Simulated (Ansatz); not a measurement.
# SrBr2 (117 atoms) in the fluid state, part 3 of 3

Wanted: pair distributions and atomic motion in SrBr2 (117 atoms) at high temperature.

Ansatz 0.2.0; Kohn-Sham DFT, PBE+D3(BJ), PAW (set soft_2), plane waves.

The cell: 39 Sr and 78 Br. Only the Γ point is sampled, in a cell whose shortest periodic width is 16 Å.

So far. Step 4 (Brought to 950 K): Over the second half of 930 fs the temperature averages 923 K with swings of 70 K r.m.s. From first frame to last Br has the largest mean square displacement, 1.3 Å² at the end; the farthest move is 2.53 Å. The run spans 0.93 ps, too short for its means to be equilibrium values. Step 5 (Liquid at 950 K): Over the second half of 4590 fs the temperature averages 951 K with swings of 63 K r.m.s. The conserved energy stays within 0.057 meV/atom, peak to peak.

### 7. Single point at the last frame

The last frame is solved again with fuller output, to read the electronic structure of a thermally displaced geometry.

input.yaml reads:

```yaml
crystal:
  lattice:
    - [16.3262, 0.0, 0.0]
    - [0.0, 16.3262, 0.0]
    - [0.0, 0.0, 16.3262]
  atoms:
    - { symbol: Sr, position: [0.89811, 0.92743, 0.66259] }
    - { symbol: Sr, position: [0.31575, 0.63616, 0.06043] }
    - { symbol: Sr, position: [0.11959, 0.70523, 0.78023] }
    - { symbol: Sr, position: [0.87202, 0.29838, 0.16717] }
    - { symbol: Sr, position: [0.05014, 0.54388, 0.08015] }
    - { symbol: Sr, position: [0.6961, 0.32144, 0.63186] }
    - { symbol: Sr, position: [0.68646, 0.70516, 0.63385] }
    - { symbol: Sr, position: [0.56051, 0.00725, 0.59977] }
    - { symbol: Sr, position: [0.3581, 0.02179, 0.35336] }
    - { symbol: Sr, position: [0.21741, 0.27406, 0.49247] }
    - { symbol: Sr, position: [0.5971, 0.90954, 0.89411] }
    - { symbol: Sr, position: [0.76759, 0.08655, 0.38865] }
    - { symbol: Sr, position: [0.56156, 0.27322, 0.37602] }
    - { symbol: Sr, position: [0.113, 0.22758, 0.99872] }
    - { symbol: Sr, position: [0.29811, 0.38095, 0.25664] }
    - { symbol: Sr, position: [0.94122, 0.65814, 0.51557] }
    - { symbol: Sr, position: [0.54098, 0.36416, 0.06178] }
    - { symbol: Sr, position: [0.75205, 0.18565, 0.89413] }
    - { symbol: Sr, position: [0.99392, 0.29961, 0.66701] }
    - { symbol: Sr, position: [0.6649, 0.07352, 0.13564] }
    - { symbol: Sr, position: [0.88115, 0.84047, 0.03589] }
    - { symbol: Sr, position: [0.09216, 0.05181, 0.23132] }
    - { symbol: Sr, position: [0.21183, 0.45935, 0.81387] }
    - { symbol: Sr, position: [0.89435, 0.82449, 0.32017] }
    - { symbol: Sr, position: [0.95834, 0.39591, 0.41959] }
    - { symbol: Sr, position: [0.31828, 0.10867, 0.07017] }
    - { symbol: Sr, position: [0.18786, 0.6495, 0.35105] }
    - { symbol: Sr, position: [0.41536, 0.75755, 0.48193] }
    - { symbol: Sr, position: [0.46278, 0.86993, 0.14881] }
    - { symbol: Sr, position: [0.38512, 0.75523, 0.78922] }
    - { symbol: Sr, position: [0.83971, 0.55158, 0.88023] }
    - { symbol: Sr, position: [0.44346, 0.23011, 0.7804] }
    - { symbol: Sr, position: [0.66454, 0.6751, 0.08988] }
    - { symbol: Sr, position: [0.14062, 0.91819, 0.50886] }
    - { symbol: Sr, position: [0.03826, 0.05971, 0.85993] }
    - { symbol: Sr, position: [0.71265, 0.55469, 0.33454] }
    - { symbol: Sr, position: [0.52288, 0.51829, 0.80138] }
    - { symbol: Sr, position: [0.27918, 0.99291, 0.74737] }
    - { symbol: Sr, position: [0.46887, 0.48425, 0.4885] }
    - { symbol: Br, position: [0.69734, 0.21253, 0.28628] }
    - { symbol: Br, position: [0.61083, 0.72001, 0.27031] }
    - { symbol: Br, position: [0.80953, 0.37228, 0.31957] }
    - { symbol: Br, position: [0.38573, 0.00193, 0.52402] }
    - { symbol: Br, position: [0.15152, 0.37372, 0.63914] }
    - { symbol: Br, position: [0.96525, 0.66273, 0.95412] }
    - { symbol: Br, position: [0.47833, 0.73375, 0.01393] }
    - { symbol: Br, position: [0.36936, 0.61626, 0.36982] }
    - { symbol: Br, position: [0.93113, 0.18148, 0.00126] }
    - { symbol: Br, position: [0.39436, 0.22962, 0.96702] }
    - { symbol: Br, position: [0.11723, 0.97589, 0.70991] }
    - { symbol: Br, position: [0.42549, 0.62435, 0.67414] }
    - { symbol: Br, position: [0.86478, 0.46748, 0.55529] }
    - { symbol: Br, position: [0.65227, 0.51214, 0.67403] }
    - { symbol: Br, position: [0.80167, 0.33798, 0.76809] }
    - { symbol: Br, position: [0.94619, 0.87947, 0.82204] }
    - { symbol: Br, position: [0.29694, 0.43281, 0.45141] }
    - { symbol: Br, position: [0.14106, 0.29769, 0.33961] }
    - { symbol: Br, position: [0.11851, 0.03352, 0.04747] }
    - { symbol: Br, position: [0.90483, 0.58505, 0.34721] }
    - { symbol: Br, position: [0.01757, 0.49406, 0.821] }
    - { symbol: Br, position: [0.32145, 0.1735, 0.6654] }
    - { symbol: Br, position: [0.42561, 0.95353, 0.99726] }
    - { symbol: Br, position: [0.0535, 0.67375, 0.18861] }
    - { symbol: Br, position: [0.4468, 0.26821, 0.17882] }
    - { symbol: Br, position: [0.47139, 0.06892, 0.19139] }
    - { symbol: Br, position: [0.58039, 0.08679, 0.93621] }
    - { symbol: Br, position: [0.88834, 0.10082, 0.77867] }
    - { symbol: Br, position: [0.47426, 0.85045, 0.34258] }
    - { symbol: Br, position: [0.05989, 0.36073, 0.13316] }
    - { symbol: Br, position: [0.36287, 0.21977, 0.38073] }
    - { symbol: Br, position: [0.56483, 0.73099, 0.81604] }
    - { symbol: Br, position: [0.20922, 0.39534, 0.00015] }
    - { symbol: Br, position: [0.41302, 0.48055, 0.09514] }
    - { symbol: Br, position: [0.05813, 0.76931, 0.4199] }
    - { symbol: Br, position: [0.59115, 0.35361, 0.88335] }
    - { symbol: Br, position: [0.06085, 0.23995, 0.80665] }
    - { symbol: Br, position: [0.6311, 0.90047, 0.07326] }
    - { symbol: Br, position: [0.85951, 0.65116, 0.67175] }
    [... 33 atom lines left out ...]
    - { symbol: Br, position: [0.20628, 0.59083, 0.6943] }
    - { symbol: Br, position: [0.67256, 0.47843, 0.16387] }
    - { symbol: Br, position: [0.2991, 0.83052, 0.60357] }
    - { symbol: Br, position: [0.53975, 0.81858, 0.62017] }
    - { symbol: Br, position: [0.10313, 0.54899, 0.46381] }
    - { symbol: Br, position: [0.78259, 0.74789, 0.45476] }
kpoints:
  mp_grid: { grid: [1, 1, 1] }
hamiltonian:
  xc: pbe
  dispersion: d3bj
scf:
  occupations: { method: fermi_dirac, width: 0.082 }
output:
  forces: true
  stress: true
  populations: intrinsic
  dos:
    method: { smearing: { sigma: 0.08 } }
    de: 0.1
    projected: { site_lists: { Br: [Br], Sr: [Sr] } }
  eigenvalues: true
  write_density: true
  write_potential: true
  volumetric_format: npy
```

The run is started by

```sh
> ansatz run input.yaml --threads 32 --pin off --max-ram 143360MiB --backend cuda --events-out ev --progress --plain --runs-dir out
```

Run time: 3.2 s. Hardware: 1 × NVIDIA GB200 with 32 threads of Arm Neoverse V2, shared host; peak memory 1.8 GiB; 12 s of CPU time.

That memory is the host's; the program planned up to 9 GiB on the GPU.

The program notes that the exchange-correlation potential is rough where the density is thin.

Numbers from this run:

* free energy: -355568.3283 eV
* free energy per atom: -3039.0455 eV/atom
* SCF cycles: 8
* pressure: -0.7718 GPa
* r.m.s. force component: 0.4484 eV/Å
* longest force: 1.628 eV/Å
* Fermi energy: 4.498 eV
* gap (highest filled to lowest empty level): 2.887 eV

Neighbours are counted within 4.18 Å (Br-Sr), the cutoffs taken from the dynamics.

Length of the force by element and coordination:

```
element  coordination  atoms  mean length of the force (eV/Å)  spread   least   most
     Br           all     78                            0.687   0.333  0.0974   1.63
     Br             2      2                            0.511   0.149   0.361  0.661
     Br             3     29                            0.741   0.334  0.0974   1.63
     Br             4     45                            0.662   0.335   0.101   1.50
     Br             5      2                            0.647   0.269   0.378  0.916
     Sr           all     39                            0.707   0.379  0.0765   1.50
     Sr             6      6                            0.417   0.246  0.0765  0.869
     Sr             7     20                            0.789   0.357   0.139   1.34
     Sr             8     12                            0.746   0.396   0.263   1.50
     Sr             9      1                            0.316       0   0.316  0.316
```

Intrinsic-atomic-orbital charges by element and coordination:

| element | coordination | atoms | mean charge (e) | spread | least | most |
| --- | --- | --- | --- | --- | --- | --- |
| Br | all | 78 | -0.802 | 0.0117 | -0.835 | -0.780 |
| Br | 2 | 2 | -0.819 | 0.003 | -0.822 | -0.816 |
| Br | 3 | 29 | -0.808 | 0.0111 | -0.835 | -0.786 |
| Br | 4 | 45 | -0.798 | 0.0103 | -0.825 | -0.780 |
| Br | 5 | 2 | -0.795 | 0.0011 | -0.796 | -0.794 |
| Sr | all | 39 | 1.60 | 0.0117 | 1.58 | 1.63 |
| Sr | 6 | 6 | 1.62 | 0.0057 | 1.61 | 1.63 |
| Sr | 7 | 20 | 1.60 | 0.0128 | 1.58 | 1.63 |
| Sr | 8 | 12 | 1.60 | 0.0093 | 1.59 | 1.61 |
| Sr | 9 | 1 | 1.60 | 0 | 1.60 | 1.60 |

States in the cell by windows of 0.5 eV, zero at the Fermi level; some projections on atomic orbitals stand beside the total:

```
from (eV)  to (eV)  total  Br p  Sr s
      -10     -5.5    0.0   0.0   0.0
     -5.5       -5    0.9   0.8   0.1
       -5     -4.5   30.7  27.6   2.4
     -4.5       -4   76.8  71.4   3.4
       -4     -3.5   93.4  89.0   1.8
     -3.5       -3   93.6  90.0   1.1
       -3     -2.5   88.5  85.8   0.6
     -2.5       -2   61.2  59.6   0.3
       -2     -1.5   21.5  21.0   0.1
     -1.5       -1    1.4   1.3   0.0
       -1        1    0.0   0.0   0.0
        1      1.5    1.9   0.1   1.3
      1.5        2    2.2   0.1   0.6
        2      2.5   18.2   0.9   5.1
      2.5        3   49.6   1.5   8.2
```

The curve was stored every 0.10 eV, coarse against its broadening of 0.08 eV, so these counts are rough.

Between -26 and -10 eV lie 390 more states.

About 78 of the 936 electrons lie in deeper levels, below the stored range.

Not all projections were asked for or kept, so they needn't add up to the total.

The levels nearest the highest filled one (over half full), pooled over k-points and spins:

| level less the highest filled one (eV) | occupation |
| --- | --- |
| -0.328 | 2 |
| -0.285 | 2 |
| -0.253 | 2 |
| -0.192 | 2 |
| -0.141 | 2 |
| 0 | 2 |
| 2.89 | 0 |
| 3.41 | 0 |
| 3.53 | 0 |
| 3.65 | 0 |
| 3.72 | 0 |
| 3.75 | 0 |

Mean intrinsic-atomic-orbital charges: Br -0.80, Sr +1.60 e.

Local excerpt of 10 atoms (numbers count through the whole input) about Sr11, which has 9 bonded neighbours where the commonest count for Sr is 7; x, y, z are measured from there.

```csv
atom,x,y,z,distance (Å),bonds,intrinsic-atomic-orbital charge (e),Fx,Fy,Fz (eV/Å)
Sr11,0.00,0.00,0.00,0.00,9,1.60,-0.11,-0.29,0.04
Br77,0.56,-0.15,2.92,2.98,4,-0.79,0.08,-0.35,0.60
Br106,2.03,-0.47,-2.13,2.99,3,-0.82,0.32,0.18,-0.69
Br66,-0.27,2.89,0.69,2.99,4,-0.81,0.81,0.67,0.15
Br71,-0.53,-2.92,-1.27,3.22,4,-0.80,-0.08,-0.02,-0.13
Br109,-2.41,1.31,-1.83,3.30,5,-0.79,0.82,-0.20,-0.36
Br62,-2.80,0.72,1.68,3.35,3,-0.82,-0.68,0.17,-0.28
Br103,2.46,-2.56,0.80,3.64,4,-0.80,0.49,0.41,0.29
Br46,-1.94,-2.87,1.96,3.98,5,-0.80,0.26,-0.05,0.27
Br111,3.29,1.64,1.74,4.07,4,-0.81,0.10,0.00,-0.03
```

The column of bonds counts only the pairs Br-Sr within 4.18 Å; other neighbours, such as metal atoms beside each other in a compound, aren't counted, and periodic images can show an atom twice.

### 8. Functional HSE06+D3(BJ)

HSE06 mixes in a quarter of exact exchange at short range, which counters self-interaction, at a higher cost. Besides, the parameters of the dispersion term change with the functional.

This step: Kohn-Sham DFT, HSE06+D3(BJ), PAW (set soft_2), plane waves (Ansatz 0.2.0).

input.yaml, the sections that differ from step 7:

```yaml
hamiltonian:
  xc: hse06
  dispersion: d3bj
output:
  forces: true
  stress: true
  populations: true
  dos:
    method: { smearing: { sigma: 0.1 } }
    de: 0.1
    projected: { site_lists: { Br: [Br], Sr: [Sr] } }
  eigenvalues: true
# crystal, kpoints, scf: as in step 7
```

Elapsed: 40 s, on 1 × NVIDIA GB200 with 32 threads; peak memory 15 GiB.

That memory is the host's.

The program notes that the exchange threshold is loose for the stress.

Geometry and reference: those of the single point at the last frame.

Forces differ from those of the single point at the last frame by 23 meV/Å r.m.s., 5.0 % of their size; the pressure by -0.63 GPa and the gap by +1.0 eV.

Numbers from this run:

- free energy: -355835.3084 eV
- free energy per atom: -3041.3274 eV/atom
- SCF cycles: 16
- pressure: -1.4 GPa
- r.m.s. force component: 0.4579 eV/Å
- longest force: 1.677 eV/Å
- Fermi energy: 4.279 eV
- gap (highest filled to lowest empty level): 3.913 eV
- spilling of the projection: 0.008361

Length of the force by element and coordination:

```csv
element,coordination,atoms,mean length of the force (eV/Å),spread,least,most
Br,all,78,0.705,0.339,0.0952,1.68
Br,2,2,0.476,0.147,0.330,0.623
Br,3,29,0.763,0.347,0.0952,1.68
Br,4,45,0.679,0.335,0.0958,1.50
Br,5,2,0.661,0.261,0.400,0.922
Sr,all,39,0.720,0.383,0.0519,1.53
Sr,6,6,0.432,0.270,0.0519,0.928
Sr,7,20,0.802,0.361,0.156,1.34
Sr,8,12,0.758,0.394,0.262,1.53
Sr,9,1,0.325,0,0.325,0.325
```

Löwdin charges by element and coordination (they lack the spilled electrons, 0.067 e an atom on average):

| element | coordination | atoms | mean charge (e) | spread | least | most |
| --- | --- | --- | --- | --- | --- | --- |
| Br | all | 78 | -0.71 | 0.0139 | -0.749 | -0.680 |
| Br | 2 | 2 | -0.699 | 0.0196 | -0.719 | -0.680 |
| Br | 3 | 29 | -0.714 | 0.0127 | -0.732 | -0.684 |
| Br | 4 | 45 | -0.708 | 0.0138 | -0.749 | -0.680 |
| Br | 5 | 2 | -0.710 | 0.0012 | -0.712 | -0.709 |
| Sr | all | 39 | 1.62 | 0.0128 | 1.60 | 1.65 |
| Sr | 6 | 6 | 1.63 | 0.0081 | 1.62 | 1.65 |
| Sr | 7 | 20 | 1.62 | 0.0136 | 1.60 | 1.64 |
| Sr | 8 | 12 | 1.62 | 0.0105 | 1.60 | 1.63 |
| Sr | 9 | 1 | 1.61 | 0 | 1.61 | 1.61 |

States in the cell by windows of 1 eV, zero at the Fermi level; some projections on atomic orbitals stand beside the total:

```
from (eV)  to (eV)  total   Br p  Sr s
      -10       -6    0.0    0.0   0.0
       -6       -5   58.0   53.0   3.7
       -5       -4  169.8  162.1   3.7
       -4       -3  167.0  161.6   1.2
       -3       -2   72.0   70.3   0.3
       -2       -1    1.4    1.3   0.0
       -1        1    0.0    0.0   0.0
        1        2    1.6    0.0   1.1
        2        3   15.9    0.8   5.2
        3        4  100.9    2.7  16.3
```

Between -26 and -10 eV lie 390 more states.

About 78 of the 936 electrons lie in deeper levels, below the stored range.

Not all projections were asked for or kept, so they needn't add up to the total.

The levels nearest the highest filled one (over half full), pooled over k-points and spins:

| level less the highest filled one (eV) | occupation |
| --- | --- |
| -0.361 | 2 |
| -0.324 | 2 |
| -0.296 | 2 |
| -0.229 | 2 |
| -0.172 | 2 |
| 0 | 2 |
| 3.91 | 0 |
| 4.47 | 0 |
| 4.61 | 0 |
| 4.71 | 0 |
| 4.78 | 0 |
| 4.83 | 0 |

### 9. Outcome

| Quantity | Value |
| --- | --- |
| mean temperature, second half (liquid at 950 K) | 950.5 K |
| temperature swing, second half (liquid at 950 K) | 63.34 K |
| mean pressure, second half (liquid at 950 K) | 0.0294 GPa |
| slope of the conserved energy against time, by least squares (liquid at 950 K) | -0.0014 meV/atom/ps |
| free energy per atom | -3039.0455 eV/atom |
| pressure | -0.7718 GPa |
| r.m.s. force component | 0.4484 eV/Å |
| gap (highest filled to lowest empty level) | 2.887 eV |
| wall time of the 6 DFT runs | 22 min |

Melting at 1420 K: by the end of the lags followed (0.45 ps), the least mobile element has a mean square displacement of 1.2 Å², too little over such short lags to show that the memory of the start is lost. Liquid at 950 K: by the end of the lags followed (2.29 ps), the least mobile element has a mean square displacement of 2.8 Å². Liquid at 950 K: the slope of the later half of the mean square displacement gives diffusion coefficients of about 2.6e-5 cm²/s (Br) and 1.9e-5 cm²/s (Sr); over so short a run these are rough. Liquid at 950 K: counting bonds as in the table, 58 % of Br atoms have 4 and 51 % of Sr atoms have 7 bonded neighbours. The highest filled and lowest empty levels differ by 2.89 eV (at Γ alone); a semilocal functional tends to put such gaps too low. In a disordered cell it changes from sample to sample and from frame to frame. HSE06 at the same geometry puts the gap at 3.91 eV, a change of +1.03 eV.

What to keep in mind: The pressure of a single frame lacks the kinetic term, about 0.35 GPa here.

[Logs are printed without paths, hosts, clocks, repeated set-up lines and the standing remarks that a program may print on its own settings, such as how far it seeks lower states.]

[Hosts, paths, dates, database ids (printed as entryN), source tags and the programs' standing remarks are cut or masked in the printed files.]
